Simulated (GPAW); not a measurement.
# Settings that the conductance of a W chain with an O atom bridging one bond needs, part 2 of 3

Wanted: a convergence study of zero-bias transport through a W chain with an O atom bridging one bond, with run times.

GPAW 26.7.0; GPAW LCAO, PAW setups; Landauer transmission from Green's functions with principal layers (ASE), zero bias.

So far, conductance (G₀): step 2 (base settings) 4.74; step 3 (k-points along the lead 17, n lead 3, period 6.75 Å) 4.85; step 4 (k-points along the lead 13, n lead 4, period 9 Å) 4.71; step 5 (k-points along the lead 9, n lead 6, period 13.5 Å) 4.72; step 7 (grid spacing 0.3 Å) 4.74.

**8. Grid spacing: h = 0.26**

Contents of run.py:

```python
import json
import numpy as np
from ase import Atoms
from ase.transport.calculators import TransportCalculator
from gpaw import GPAW, FermiDirac
from gpaw.lcao.tools import get_lcao_hamiltonian
from scipy.linalg import eigh

# The junction with lead layers at both ends, along the third cell vector
device = Atoms(
    ['W', 'W', 'W', 'W', 'W', 'W', 'W', 'O', 'W', 'W', 'W', 'W', 'W', 'W', 'W'],
    positions=[
        [4.50000, 4.50000, 1.12500],
        [4.50000, 4.50000, 3.37500],
        [4.50000, 4.50000, 5.62500],
        [4.50000, 4.50000, 7.87500],
        [4.50000, 4.50000, 10.12500],
        [4.50000, 4.50000, 12.37500],
        [4.50000, 4.50000, 14.62500],
        [5.58709, 4.50000, 15.85000],
        [4.50000, 4.50000, 17.07500],
        [4.50000, 4.50000, 19.32500],
        [4.50000, 4.50000, 21.57500],
        [4.50000, 4.50000, 23.82500],
        [4.50000, 4.50000, 26.07500],
        [4.50000, 4.50000, 28.32500],
        [4.50000, 4.50000, 30.57500]],
    cell=[[9.0, 0.0, 0.0], [0.0, 9.0, 0.0], [0.0, 0.0, 31.7]],
    pbc=True)

# One principal layer of the lead: the first 5 atoms of the device
lead = Atoms(
    ['W', 'W', 'W', 'W', 'W'],
    positions=[
        [4.50000, 4.50000, 1.12500],
        [4.50000, 4.50000, 3.37500],
        [4.50000, 4.50000, 5.62500],
        [4.50000, 4.50000, 7.87500],
        [4.50000, 4.50000, 10.12500]],
    cell=[[9.0, 0.0, 0.0], [0.0, 9.0, 0.0], [0.0, 0.0, 11.25]],
    pbc=True)

settings = dict(mode='lcao', basis='dzp', xc='PBE', h=0.26,
                occupations=FermiDirac(0.1), maxiter=250,
                mixer=dict(beta=0.1, nmaxold=8, weight=100.0),
                convergence=dict(density=0.0001))
energies = np.arange(-2, 2 + 1e-9, 0.05)
eta = 0.0001
n1, n2 = 1, 1
# k and -k transmit alike, so half of the mesh across the current serves
mesh = [(i, j) for i in range(n1) for j in range(n2) if (i, j) <= (-i % n1, -j % n2)]
weights = np.array([1 if (i, j) == (-i % n1, -j % n2) else 2 for i, j in mesh]) / (n1 * n2)

# [... helper functions left out ...]
fermi_lead = ground_state(lead, (1, 1, 10), 'lead.txt')
fermi_device = ground_state(device, (1, 1, 3), 'device.txt')
# [... loop over the mesh left out, but for ...]
        # Shift the lead onto the potential of the device's first layer
        shift = ((H[:, 0, 0] - H0[:, 0, 0]) / S0[0, 0]).real.mean()
# [...]
kT = 8.617333e-5 * 77
bias = [0.1, 0.2, 0.5, 1.0, 1.5, 2.0]
# [... integrals and printing left out ...]
```

On the command line:

```console
> OMP_NUM_THREADS=1 OPENBLAS_NUM_THREADS=2 python run.py
```

Run time: 1.8 min. Hardware: 2 threads of Intel Xeon Platinum 8559C (Emerald Rapids), shared host; peak memory 0.87 GiB.

This step gave:

- conductance: 4.859 G₀
- largest misfit of the first principal layer: 0.03733 eV
- shift that aligns the lead: 0.009476 eV
- transmission at the Fermi level (one spin): 4.859

One spin. The transmission, zone mean by energy, zero at the Fermi level:

```
energy (eV)  transmission, zone mean
      -2.00                     1.65
      -1.90                     1.82
      -1.80                     1.94
      -1.70                     2.03
      -1.55                     2.17
      -1.45                     2.29
      -1.35                     2.42
      -1.25                     2.54
      -1.15                     2.65
      -1.05                     2.75
      -0.90                     2.91
      -0.80                     3.08
      -0.70                     3.58
      -0.60                     4.03
      -0.50                     4.30
      -0.40                     4.46
      -0.25                     4.65
      -0.15                     4.75
      -0.05                     4.82
       0.00                     4.86
       0.05                     4.89
       0.15                     4.95
       0.20                     4.98
       0.25                     4.97
       0.40                     4.41
       0.50                     4.59
       0.60                     4.60
       0.70                     4.54
       0.80                     4.44
       0.90                     4.31
       1.05                     4.08
       1.15                     3.91
       1.25                     3.72
       1.35                     3.50
       1.45                     3.22
       1.55                     2.83
       1.70                     1.68
       1.80                    0.867
       1.90                    0.409
       2.00                    0.302
```

Not self-consistent under bias; the bias window is split evenly. The current through one cell, from the zero-bias transmission by bias:

```
bias (V)  current through one cell, from the zero-bias transmission (mA)
   0.100                                                          0.0376
   0.200                                                          0.0753
   0.500                                                           0.188
   1.000                                                           0.363
   1.500                                                           0.526
   2.000                                                           0.668
```

The conductance, 4.86 G₀, lies 2.5 % above that of the base run.

**9. Grid spacing: h = 0.22**

Changes to run.py since step 8:

```diff
@@ -42,3 +42,3 @@
 
-settings = dict(mode='lcao', basis='dzp', xc='PBE', h=0.26,
+settings = dict(mode='lcao', basis='dzp', xc='PBE', h=0.22,
                 occupations=FermiDirac(0.1), maxiter=250,
```

Run time: 2.5 min. Hardware: 2 threads; peak memory 1.1 GiB.

The conductance equals that of the base run to 0.2 %.

**10. Grid spacing: h = 0.16**

Changes to run.py since step 9:

```diff
@@ -42,3 +42,3 @@
 
-settings = dict(mode='lcao', basis='dzp', xc='PBE', h=0.22,
+settings = dict(mode='lcao', basis='dzp', xc='PBE', h=0.16,
                 occupations=FermiDirac(0.1), maxiter=250,
```

Wall time 5.6 min (2 threads); peak memory 2.5 GiB.

One spin. Transmission, zone mean against energy, zero at the Fermi level:

energy (eV), transmission, zone mean and a bar:
```
   -2.000       1.66 #########
   -1.800       1.93 ###########
   -1.600       2.11 ############
   -1.400       2.33 ##############
   -1.200       2.55 ###############
   -1.000       2.77 #################
   -0.800       3.06 ###################
   -0.600       4.00 #########################
   -0.400       4.44 ############################
   -0.200       4.65 #############################
    0.000       4.74 ##############################
    0.100       4.75 ##############################
    0.200       4.75 ##############################
    0.400       4.69 ##############################
    0.600       4.58 #############################
    0.800       4.41 ############################
    1.000       4.18 ##########################
    1.200       3.96 #########################
    1.400       3.40 #####################
    1.600       2.01 ############
    1.800       0.96 #####
    2.000       0.29
```

The conductance equals that of the base run to 0.2 %.

**11. Varying the grid spacing**

Changes to run.py since step 10:

```diff
@@ -42,3 +42,3 @@
 
-settings = dict(mode='lcao', basis='dzp', xc='PBE', h=0.16,
+settings = dict(mode='lcao', basis='dzp', xc='PBE', h=0.14,
                 occupations=FermiDirac(0.1), maxiter=250,
```

The job ended after 7.7 min (2 threads; peak memory 3.6 GiB).

The conductance equals that of the base run to 0.2 %.

**12. Convergence in the grid spacing**

This step: convergence of the conductance (GPAW 26.7.0).

Conductance against grid spacing:

```
grid spacing (Å)  conductance (G₀)
          0.1400              4.74
          0.1600              4.74
          0.1800              4.74
          0.2200              4.74
          0.2600              4.86
          0.3000              4.74
```

**13. Varying the width of the vacuum box**

The images of the wire across the vacuum must not overlap or polarise each other.

This step: GPAW LCAO, PAW setups; Landauer transmission from Green's functions with principal layers (ASE), zero bias (GPAW 26.7.0).

The cell differs from the one that the last finished run ended in (a 9.000 → 5.000 Å, b 9.000 → 5.000 Å).

Contents of run.py:

```python
import json
import numpy as np
from ase import Atoms
from ase.transport.calculators import TransportCalculator
from gpaw import GPAW, FermiDirac
from gpaw.lcao.tools import get_lcao_hamiltonian
from scipy.linalg import eigh

# The junction with lead layers at both ends, along the third cell vector
device = Atoms(
    ['W', 'W', 'W', 'W', 'W', 'W', 'W', 'O', 'W', 'W', 'W', 'W', 'W', 'W', 'W'],
    positions=[
        [2.50000, 2.50000, 1.12500],
        [2.50000, 2.50000, 3.37500],
        [2.50000, 2.50000, 5.62500],
        [2.50000, 2.50000, 7.87500],
        [2.50000, 2.50000, 10.12500],
        [2.50000, 2.50000, 12.37500],
        [2.50000, 2.50000, 14.62500],
        [3.58709, 2.50000, 15.85000],
        [2.50000, 2.50000, 17.07500],
        [2.50000, 2.50000, 19.32500],
        [2.50000, 2.50000, 21.57500],
        [2.50000, 2.50000, 23.82500],
        [2.50000, 2.50000, 26.07500],
        [2.50000, 2.50000, 28.32500],
        [2.50000, 2.50000, 30.57500]],
    cell=[[5.0, 0.0, 0.0], [0.0, 5.0, 0.0], [0.0, 0.0, 31.7]],
    pbc=True)

# One principal layer of the lead: the first 5 atoms of the device
lead = Atoms(
    ['W', 'W', 'W', 'W', 'W'],
    positions=[
        [2.50000, 2.50000, 1.12500],
        [2.50000, 2.50000, 3.37500],
        [2.50000, 2.50000, 5.62500],
        [2.50000, 2.50000, 7.87500],
        [2.50000, 2.50000, 10.12500]],
    cell=[[5.0, 0.0, 0.0], [0.0, 5.0, 0.0], [0.0, 0.0, 11.25]],
    pbc=True)

settings = dict(mode='lcao', basis='dzp', xc='PBE', h=0.18,
                occupations=FermiDirac(0.1), maxiter=250,
                mixer=dict(beta=0.1, nmaxold=8, weight=100.0),
                convergence=dict(density=0.0001))
energies = np.arange(-2, 2 + 1e-9, 0.05)
eta = 0.0001
n1, n2 = 1, 1
# k and -k transmit alike, so half of the mesh across the current serves
mesh = [(i, j) for i in range(n1) for j in range(n2) if (i, j) <= (-i % n1, -j % n2)]
weights = np.array([1 if (i, j) == (-i % n1, -j % n2) else 2 for i, j in mesh]) / (n1 * n2)

# [... helper functions left out ...]
fermi_lead = ground_state(lead, (1, 1, 10), 'lead.txt')
fermi_device = ground_state(device, (1, 1, 3), 'device.txt')
# [... loop over the mesh left out, but for ...]
        # Shift the lead onto the potential of the device's first layer
        shift = ((H[:, 0, 0] - H0[:, 0, 0]) / S0[0, 0]).real.mean()
# [...]
kT = 8.617333e-5 * 77
bias = [0.1, 0.2, 0.5, 1.0, 1.5, 2.0]
# [... integrals and printing left out ...]
```

It took 7.5 min on 2 threads; peak memory 1.3 GiB.

Numbers from this step:

```
conductance                                    : 4.763 G₀
largest coupling past the next principal layer : 7.89e-6 eV
largest misfit of the first principal layer    : 0.03955 eV
shift that aligns the lead                     : -0.005293 eV
transmission at the Fermi level (one spin)     : 4.763
```

One spin. Transmission, zone mean against energy, zero at the Fermi level:

```
energy (eV)  transmission, zone mean
      -2.00                     1.83
      -1.85                     1.95
      -1.70                     2.08
      -1.60                     2.17
      -1.45                     2.32
      -1.30                     2.49
      -1.15                     2.69
      -1.05                     2.84
      -0.90                     3.21
      -0.75                     3.39
      -0.60                     3.56
      -0.50                     3.86
      -0.35                     4.41
      -0.20                     4.66
      -0.05                     4.75
       0.00                     4.76
       0.05                     4.77
       0.15                     4.78
       0.20                     4.77
       0.35                     4.74
       0.50                     4.70
       0.60                     4.66
       0.75                     4.58
       0.90                     4.49
       1.05                     4.38
       1.15                     4.30
       1.30                     4.14
       1.45                     3.93
       1.60                     3.65
       1.70                     3.37
       1.85                     2.73
       2.00                     2.14
```

Not self-consistent under bias; the bias window is split evenly. The current through one cell, from the zero-bias transmission by bias:

```
bias (V)  current through one cell, from the zero-bias transmission (mA)
   0.100                                                          0.0369
   0.200                                                          0.0738
   0.500                                                           0.184
   1.000                                                           0.359
   1.500                                                           0.518
   2.000                                                           0.667
```

The conductance, 4.76 G₀, lies 0.4 % above that of the base run.

**14. Width of the vacuum box, box 6 Å**

The cell differs from the one that the last finished run ended in (a 5.000 → 6.000 Å, b 5.000 → 6.000 Å).

Changes to run.py since step 13:

```diff
@@ -12,18 +12,18 @@
     positions=[
-        [2.50000, 2.50000, 1.12500],
-        [2.50000, 2.50000, 3.37500],
-        [2.50000, 2.50000, 5.62500],
-        [2.50000, 2.50000, 7.87500],
-        [2.50000, 2.50000, 10.12500],
-        [2.50000, 2.50000, 12.37500],
-        [2.50000, 2.50000, 14.62500],
-        [3.58709, 2.50000, 15.85000],
-        [2.50000, 2.50000, 17.07500],
-        [2.50000, 2.50000, 19.32500],
-        [2.50000, 2.50000, 21.57500],
-        [2.50000, 2.50000, 23.82500],
-        [2.50000, 2.50000, 26.07500],
-        [2.50000, 2.50000, 28.32500],
-        [2.50000, 2.50000, 30.57500]],
-    cell=[[5.0, 0.0, 0.0], [0.0, 5.0, 0.0], [0.0, 0.0, 31.7]],
+        [3.00000, 3.00000, 1.12500],
+        [3.00000, 3.00000, 3.37500],
+        [3.00000, 3.00000, 5.62500],
+        [3.00000, 3.00000, 7.87500],
+        [3.00000, 3.00000, 10.12500],
+        [3.00000, 3.00000, 12.37500],
+        [3.00000, 3.00000, 14.62500],
+        [4.08709, 3.00000, 15.85000],
+        [3.00000, 3.00000, 17.07500],
+        [3.00000, 3.00000, 19.32500],
+        [3.00000, 3.00000, 21.57500],
+        [3.00000, 3.00000, 23.82500],
+        [3.00000, 3.00000, 26.07500],
+        [3.00000, 3.00000, 28.32500],
+        [3.00000, 3.00000, 30.57500]],
+    cell=[[6.0, 0.0, 0.0], [0.0, 6.0, 0.0], [0.0, 0.0, 31.7]],
     pbc=True)
@@ -34,8 +34,8 @@
     positions=[
-        [2.50000, 2.50000, 1.12500],
-        [2.50000, 2.50000, 3.37500],
-        [2.50000, 2.50000, 5.62500],
-        [2.50000, 2.50000, 7.87500],
-        [2.50000, 2.50000, 10.12500]],
-    cell=[[5.0, 0.0, 0.0], [0.0, 5.0, 0.0], [0.0, 0.0, 11.25]],
+        [3.00000, 3.00000, 1.12500],
+        [3.00000, 3.00000, 3.37500],
+        [3.00000, 3.00000, 5.62500],
+        [3.00000, 3.00000, 7.87500],
+        [3.00000, 3.00000, 10.12500]],
+    cell=[[6.0, 0.0, 0.0], [0.0, 6.0, 0.0], [0.0, 0.0, 11.25]],
     pbc=True)
```

Wall time 4.3 min (2 threads); peak memory 1.3 GiB.

This step gave:

* conductance: 4.723 G₀
* largest coupling past the next principal layer: 7.88e-6 eV
* largest misfit of the first principal layer: 0.03008 eV
* shift that aligns the lead: -1.98e-4 eV
* transmission at the Fermi level (one spin): 4.723

One spin. Transmission, zone mean against energy, zero at the Fermi level:

```
energy (eV)  transmission, zone mean
      -2.00                     1.75
      -1.85                     1.88
      -1.70                     2.03
      -1.60                     2.13
      -1.45                     2.28
      -1.30                     2.42
      -1.15                     2.58
      -1.05                     2.69
      -0.90                     2.89
      -0.75                     3.06
      -0.60                     3.98
      -0.50                     4.24
      -0.35                     4.50
      -0.20                     4.64
      -0.05                     4.71
       0.00                     4.72
       0.05                     4.73
       0.15                     4.74
       0.20                     4.73
       0.35                     4.71
       0.50                     4.67
       0.60                     4.62
       0.75                     4.54
       0.90                     4.42
       1.05                     4.28
       1.15                     4.17
       1.30                     3.99
       1.45                     3.76
       1.60                     3.45
       1.70                     3.14
       1.85                     2.11
       2.00                     1.74
```

Not self-consistent under bias; the bias window is split evenly. Current through one cell, from the zero-bias transmission against bias:

```
bias (V)  current through one cell, from the zero-bias transmission (mA)
   0.100                                                          0.0366
   0.200                                                          0.0731
   0.500                                                           0.182
   1.000                                                           0.359
   1.500                                                           0.522
   2.000                                                           0.665
```

The conductance, 4.72 G₀, lies 0.4 % below that of the base run.

**15. Varying the width of the vacuum box, box 7.5 × 7.5 Å**

The cell differs from the one that the last finished run ended in (a 6.000 → 7.500 Å, b 6.000 → 7.500 Å).

Changes to run.py since step 14:

```diff
@@ -12,18 +12,18 @@
     positions=[
-        [3.00000, 3.00000, 1.12500],
-        [3.00000, 3.00000, 3.37500],
-        [3.00000, 3.00000, 5.62500],
-        [3.00000, 3.00000, 7.87500],
-        [3.00000, 3.00000, 10.12500],
-        [3.00000, 3.00000, 12.37500],
-        [3.00000, 3.00000, 14.62500],
-        [4.08709, 3.00000, 15.85000],
-        [3.00000, 3.00000, 17.07500],
-        [3.00000, 3.00000, 19.32500],
-        [3.00000, 3.00000, 21.57500],
-        [3.00000, 3.00000, 23.82500],
-        [3.00000, 3.00000, 26.07500],
-        [3.00000, 3.00000, 28.32500],
-        [3.00000, 3.00000, 30.57500]],
-    cell=[[6.0, 0.0, 0.0], [0.0, 6.0, 0.0], [0.0, 0.0, 31.7]],
+        [3.75000, 3.75000, 1.12500],
+        [3.75000, 3.75000, 3.37500],
+        [3.75000, 3.75000, 5.62500],
+        [3.75000, 3.75000, 7.87500],
+        [3.75000, 3.75000, 10.12500],
+        [3.75000, 3.75000, 12.37500],
+        [3.75000, 3.75000, 14.62500],
+        [4.83709, 3.75000, 15.85000],
+        [3.75000, 3.75000, 17.07500],
+        [3.75000, 3.75000, 19.32500],
+        [3.75000, 3.75000, 21.57500],
+        [3.75000, 3.75000, 23.82500],
+        [3.75000, 3.75000, 26.07500],
+        [3.75000, 3.75000, 28.32500],
+        [3.75000, 3.75000, 30.57500]],
+    cell=[[7.5, 0.0, 0.0], [0.0, 7.5, 0.0], [0.0, 0.0, 31.7]],
     pbc=True)
@@ -34,8 +34,8 @@
     positions=[
-        [3.00000, 3.00000, 1.12500],
-        [3.00000, 3.00000, 3.37500],
-        [3.00000, 3.00000, 5.62500],
-        [3.00000, 3.00000, 7.87500],
-        [3.00000, 3.00000, 10.12500]],
-    cell=[[6.0, 0.0, 0.0], [0.0, 6.0, 0.0], [0.0, 0.0, 11.25]],
+        [3.75000, 3.75000, 1.12500],
+        [3.75000, 3.75000, 3.37500],
+        [3.75000, 3.75000, 5.62500],
+        [3.75000, 3.75000, 7.87500],
+        [3.75000, 3.75000, 10.12500]],
+    cell=[[7.5, 0.0, 0.0], [0.0, 7.5, 0.0], [0.0, 0.0, 11.25]],
     pbc=True)
```

Run time: 4 min. Hardware: 2 threads; peak memory 1.4 GiB.

One spin. The transmission, zone mean by energy, zero at the Fermi level:

```
energy (eV)  transmission, zone mean
      -2.00                     1.74
      -1.85                     1.94
      -1.70                     2.08
      -1.60                     2.16
      -1.45                     2.29
      -1.30                     2.44
      -1.15                     2.60
      -1.05                     2.71
      -0.90                     2.90
      -0.75                     3.14
      -0.60                     4.01
      -0.50                     4.29
      -0.35                     4.52
      -0.20                     4.65
      -0.05                     4.72
       0.00                     4.73
       0.05                     4.74
       0.15                     4.74
       0.20                     4.74
       0.35                     4.71
       0.50                     4.66
       0.60                     4.60
       0.75                     4.49
       0.90                     4.33
       1.05                     4.15
       1.15                     4.01
       1.30                     3.77
       1.45                     3.44
       1.60                     2.96
       1.70                     2.53
       1.85                     1.43
       2.00                    0.147
```

The conductance, 4.73 G₀, lies 0.2 % below that of the base run.

(Continued in part 3 of 3.)

[Logs are printed without paths, hosts, clocks, repeated set-up lines and the standing remarks that a program may print on its own settings, such as how far it seeks lower states.]

[Hosts, paths, dates, database ids (printed as entryN), source tags and the programs' standing remarks are cut or masked in the printed files.]
